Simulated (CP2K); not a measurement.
Two runs for the C K edge of 2-pyrrolidone. Run A: CP2K XAS_TDP, all-electron GAPW, PBEh(45%), aug-cc-pVDZ, TDA, no relativity. Run B differs in one setting.

First lines with a strength over 0.0015. A:

| atom | energy (eV) | states | strength, one atom |
| --- | --- | --- | --- |
| C2 (bonded to C, N and O) | 283.26 | 1 | 0.0746 |
|  | 288.37 | 1 | 0.0040 |
|  | 288.99 | 1 | 0.0034 |
|  | 289.15 | 1 | 0.0022 |
|  | 289.39 | 1 | 0.0216 |
| C3 (bonded to 2 C and 2 H) | 283.93 | 1 | 0.0061 |
|  | 284.15 | 1 | 0.0069 |
|  | 284.95 | 1 | 0.0106 |
|  | 285.10 | 1 | 0.0036 |
|  | 285.27 | 1 | 0.0017 |
| C4 (bonded to 2 C and 2 H) | 284.04 | 1 | 0.0096 |
|  | 284.49 | 1 | 0.0190 |
|  | 285.12 | 1 | 0.0059 |
|  | 285.32 | 1 | 0.0030 |
|  | 285.82 | 1 | 0.0017 |
| C5 (bonded to C, N and 2 H) | 284.80 | 1 | 0.0120 |
|  | 285.39 | 1 | 0.0229 |
|  | 285.62 | 1 | 0.0145 |
|  | 286.73 | 1 | 0.0048 |
|  | 286.97 | 1 | 0.0132 |

B:

| atom | energy (eV) | states | strength, one atom |
| --- | --- | --- | --- |
| C2 (bonded to C, N and O) | 289.62 | 1 | 0.0729 |
|  | 294.73 | 1 | 0.0039 |
|  | 295.35 | 1 | 0.0034 |
|  | 295.51 | 1 | 0.0022 |
|  | 295.75 | 1 | 0.0212 |
| C3 (bonded to 2 C and 2 H) | 289.97 | 1 | 0.0060 |
|  | 290.18 | 1 | 0.0067 |
|  | 290.99 | 1 | 0.0103 |
|  | 291.13 | 1 | 0.0035 |
|  | 291.31 | 1 | 0.0017 |
| C4 (bonded to 2 C and 2 H) | 290.07 | 1 | 0.0094 |
|  | 290.52 | 1 | 0.0186 |
|  | 291.15 | 1 | 0.0058 |
|  | 291.35 | 1 | 0.0029 |
|  | 291.85 | 1 | 0.0017 |
| C5 (bonded to C, N and 2 H) | 290.91 | 1 | 0.0118 |
|  | 291.51 | 1 | 0.0224 |
|  | 291.74 | 1 | 0.0142 |
|  | 292.85 | 1 | 0.0047 |
|  | 293.09 | 1 | 0.0129 |

Which was it: the basis, the functional, GW2X switched on, scalar relativity switched on?

GW2X switched on. GW2X shifts an atom's lines together and keeps their spacings. Against PBEh(45%) in aug-cc-pVDZ, the leading lines move by +6.36 eV (C2, to 289.62), +6.04 eV (C3, to 289.97), +6.03 eV (C4, to 290.07) and +6.11 eV (C5, to 290.91).

[Hosts, paths, dates, database ids (printed as entryN), source tags and the programs' standing remarks are cut or masked in the printed files.]
